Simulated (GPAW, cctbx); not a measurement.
# Bonding in ScCd2Si2 as X-rays see it

Question: by how much does bonding change the X-ray structure factors of ScCd2Si2, and what does a routine refinement make of it?

The cell comes from substitution in a known structure type and wasn't matched to any measured phase. All numbers below are calculated.

**1. Find the equilibrium geometry**

The density hangs on the geometry, so cell and atoms are relaxed first, with the symmetry held. The cutoff is set higher than for the density because stress converges slowly with plane waves.

Settings: GPAW 26.7.0, PBE, 570 eV, 5×5×5 k-points, Fermi–Dirac width 0.1 eV, BFGS to 0.03 eV/Å.

```text
cell
1.0
     0.000000000   -4.183000000    0.000000000
     4.183000000    0.000000000    0.000000000
    -2.091500000    2.091500000    5.409000000
Cd Sc Si
2 1 2
Direct
0.250000000 0.750000000 0.500000000
0.750000000 0.250000000 0.500000000
0.000000000 0.000000000 0.000000000
0.383200000 0.383200000 0.766400000
0.616800000 0.616800000 0.233600000
```

```console
$ OMP_NUM_THREADS=1 mpirun -n 4 gpaw python run.py > gpaw.log
```

```text
BFGS:    0      -16.462252        3.332292
BFGS:    1      -16.779236        2.571996
BFGS:    2      -17.120118        1.252318
BFGS:    3      -17.165249        0.900910
...
BFGS:   11      -17.395884        0.154144
BFGS:   12      -17.399136        0.043682
BFGS:   13      -17.399260        0.008705
cell  4.0564 4.0564 6.7384  107.52 107.52 90.00
volume 100.328 A^3, largest force 0.008 eV/A, largest stress 0.02 GPa
```

After 13 steps the volume has changed by +6.0 % and the energy by -0.937 eV; the largest stress left is 0.02 GPa. It took 3.3 min on 4 cores of Intel(R) Xeon(R) Platinum 8488C (Sapphire Rapids) (shared host), peak memory 1.4 GiB.

Relaxed structure: I4/mmm (no. 139), a = 4.0564 Å, b = 4.0564 Å, c = 12.1949 Å, α = 90.00°, β = 90.00°, γ = 90.00°.

| atom | mult. | x | y | z |
| --- | --- | --- | --- | --- |
| Cd1 | 4 | 1/2 | 0 | 1/4 |
| Sc1 | 2 | 0 | 0 | 0 |
| Si1 | 4 | 0 | 0 | 0.4060 |

**2. Density and charge transfer**

X-rays see the whole electron density, so the PAW density is rebuilt with its core regions. Subtracting spherical free atoms from the same code cancels the cores and leaves the deformation density Δρ, the part due to bonding.

Settings: PBE, 450 eV, 6×6×6 k-points, Fermi–Dirac width 0.1 eV; primitive cell of 5 atoms.

```console
$ OMP_NUM_THREADS=1 mpirun -n 4 gpaw python run.py > gpaw.log
```

```text
|iter:   1|       0s |  -18.775528 | +0.33 |       |
|iter:   2|       2s |  -18.306957 | -1.16 | -1.20 |
|iter:   3|       4s |  -17.345826 | -0.91 | -1.25 |
...
|iter:   8|      12s |  -17.296293c| -5.58 | -3.55 |
|iter:   9|      14s |  -17.296292c| -6.80 | -4.16c|
|iter:  10|      15s |  -17.296289c| -7.92c| -4.81c|
```

```text
gpts.py:43: UserWarning: Initial realspace grid (20,20,35) inconsistent with symmetries.
gpts.py:43: UserWarning: Initial realspace grid (20,20,35) inconsistent with symmetries.
gpts.py:43: UserWarning: Initial realspace grid (20,20,35) inconsistent with symmetries.
gpts.py:43: UserWarning: Initial realspace grid (20,20,35) inconsistent with symmetries.
gpts.py:70: UserWarning: Using symmetrized grid: (35,35,35).
gpts.py:70: UserWarning: Using symmetrized grid: (35,35,35).
gpts.py:70: UserWarning: Using symmetrized grid: (35,35,35).
gpts.py:70: UserWarning: Using symmetrized grid: (35,35,35).
grid (70, 70, 70)  electrons 145.000  moved by bonding 0.871 e
deformation density beyond 0.5 A of the nuclei: max 0.085, min -0.073 e/A^3
atom        x       y       z   Voronoi charge  moment
Cd1    0.2500  0.7500  0.5000      0.156       0.00
Cd2    0.7500  0.2500  0.5000      0.156       0.00
Sc3    0.0000  0.0000  0.0000      0.192       0.00
Si4    0.4060  0.4060  0.8119     -0.252       0.00
Si5    0.5940  0.5940  0.1881     -0.252       0.00
mean inner potential of superposed free atoms 18.241 V
total magnetic moment 0.000 muB
```

Deformation density in a plane through the shortest contact of the Si atom at the origin, in 0.01 e/Å³ (clipped at ±99); x from -1.6 to 3.9 Å, y from 2.4 down to -2.4 Å:

```text
  3  -7  -2   1   1   1   0   0   0   0   1   1   1  -2  -7   3
  .  -5  -4   0   1   0   0   0   0   0   0   1   0  -4  -5   .
  1  -7  -1   1   1   1   0   0   0   0   1   1   1  -1  -7   1
 -6  -1   2   3   2   1   1   2   2   1   1   2   3   2  -1  -6
  0   2   3   2   0  -1   1   4   4   1  -1   0   2   3   2   0
  1   1  -1  -3   .  -3  -1   6   6  -1  -3   .  -3  -1   1   1
  1   0  -3  -4   .   .  -1   7   7  -1   .   .  -4  -3   0   1
  1   1  -1  -3   .  -3  -1   6   6  -1  -3   .  -3  -1   1   1
  0   2   3   2   0  -1   1   4   4   1  -1   0   2   3   2   0
 -6  -1   2   3   2   1   1   2   2   1   1   2   3   2  -1  -6
  1  -7  -1   1   1   1   0   0   0   0   1   1   1  -1  -7   1
  .  -5  -4   0   1   0   0   0   0   0   0   1   0  -4  -5   .
  3  -7  -2   1   1   1   0   0   0   0   1   1   1  -2  -7   3
```

Atoms in or within 0.15 Å of the plane: Si (0.0, 0.0), Si (2.3, 0.0) Å. Dots mark points within about 0.45 Å of a nucleus; large values next to them are atomic features.

Si gains most (-0.25 e) and Sc loses most (+0.19 e), as electronegativity suggests. Such charges fall far short of formal ones, since overlapping free atoms already put density on their neighbours. Along the shortest contact from the Si atom at the map's origin, Si–Si at 2.29 Å, Δρ is +0.09 e/Å³ at the midpoint: a bond charge, the mark of covalency. At the midpoints of other shortest contacts it is +0.03 (Cd–Si, 2.78 Å), +0.01 (Cd–Cd, 2.87 Å) and +0.02 (Sc–Si, 3.09 Å) e/Å³. Point values carry grid noise of about 0.01 e/Å³. The run needed 10 iterations, 29 s.

**3. From the density to structure factors**

The Fourier components of Δρ, added to those of the free atoms, give the static X-ray structure factors; the Mott–Bethe relation turns them into the Fourier components V of the potential that fast electrons feel.

```text
static structure factors of the conventional cell: F in electrons, V (Mott-Bethe) in volts
   h  k  l      d  |F| table  |F| free   |F| DFT   change   |V| free  |V| DFT  change %
   0  0  2  6.0975   125.685   125.729   125.071   -0.659     2.572    3.132     21.7
   1  0  1  3.8490     2.906     2.984     3.473    0.489     0.515    0.349    -32.1
   0  0  4  3.0487   167.048   166.874   166.316   -0.558     5.784    5.902      2.0
   1  0  3  2.8713    39.978    39.944    39.860   -0.084     2.501    2.517      0.6
   1  1  0  2.8683    89.295    89.155    88.806   -0.348     0.911    0.976      7.2
   1  1  2  2.5955   203.072   202.883   202.428   -0.456     8.057    8.127      0.9
   1  0  5  2.0902    63.486    63.467    63.202   -0.265     3.349    3.375      0.8
   1  1  4  2.0891   144.104   143.932   143.425   -0.507     4.581    4.632      1.1
   0  0  6  2.0325   150.053   149.873   149.226   -0.646     4.872    4.933      1.3
   2  0  0  2.0282   208.098   207.841   207.128   -0.713     7.720    7.787      0.9
   2  0  2  1.9245   101.623   101.419   101.340   -0.079     2.313    2.320      0.3
   2  1  1  1.7943     2.239     2.244     2.003   -0.241     0.166    0.184     10.7
   2  0  4  1.6887   135.301   135.118   135.362    0.244     3.843    3.827     -0.4
   1  1  6  1.6583   127.246   127.084   127.393    0.309     3.481    3.462     -0.6
```

The largest X-ray change is -0.71 e on 200, 0.3 % of |F|. For electrons V goes as (Z − F)/g², so a change of F counts against Z − F, which is small at low angle and wherever the atoms' terms cancel: |V| of 101 moves by -32.1 % (0.52 to 0.35 V) against +16.4 % in |F|. The last three rows still change by up to 0.31 e; the table stops while the angles are still low. The tabulated Hartree–Fock atoms differ from the free DFT atoms by up to 0.26 e, so the choice of reference atom matters too.

**4. What a spherical-atom refinement makes of it**

Routine crystallography fits spherical atoms. To see the bias, intensities are simulated from tabulated atoms plus the DFT change ΔF, so that bonding alone can misfit (6550 reflections of the full sphere, merged to the counts below, to 0.4 Å, 1 % proportional noise plus counting noise, assumed isotropic U as listed, Δρ smeared by the mean U) and refined with cctbx over different ranges.

```csv
range,data,R1,GooF,U Cd1 (true 0.0076),U Sc1 (true 0.0102),U Si1 (true 0.0115),largest shift (Å),"Δρ max, min (e/Å³)"
all data,532,0.0039,0.96,0.0076,0.0102,0.0115,0.0004,"0.34, -0.25"
"low resolution, d > 0.84",73,0.0025,1.00,0.0075,0.0103,0.0115,0.0004,"0.09, -0.10"
"high order, d < 0.75",434,0.0047,0.95,0.0076,0.0102,0.0115,0.0002,"0.28, -0.22"
"occupancies free, d > 0.7",116,0.0027,1.02,0.0076,0.0103,0.0115,0.0004,"0.12, -0.10"
```

With all data GooF is 0.96, so at this noise the bonding hardly shows; the top residual peak lies 2.18 Å from Sc and 2.21 Å from Cd. No U is off by more than 3 s.u. at low resolution. With Cd1 held at 1 and the scale free, the other occupancies refine to Sc1 0.999(0.002) and Si1 0.999(0.002), within three s.u. of full.

**5. Answer**

Bonding moves 0.87 e in the primitive cell of ScCd2Si2 and changes the structure factors of the conventional cell in the table above by at most 0.71 e (200, 0.3 %), and among reflections above 2 % of the strongest by up to 0.5 % (002). The shortest bond, Si–Si, has Δρ = +0.09 e/Å³ at its midpoint, a covalent bond charge. With all data GooF is 0.96, so at this noise the bonding hardly shows. Limits: static density, frozen cores, no spin–orbit coupling.

[Outputs are excerpts: Python notices, other lines and further rows are left out; steps that failed or that the build refused (PBEsol, TPSS) are not shown.]

[Logs are printed without paths, hosts, clocks, repeated set-up lines and the standing remarks that a program may print on its own settings, such as how far it seeks lower states.]
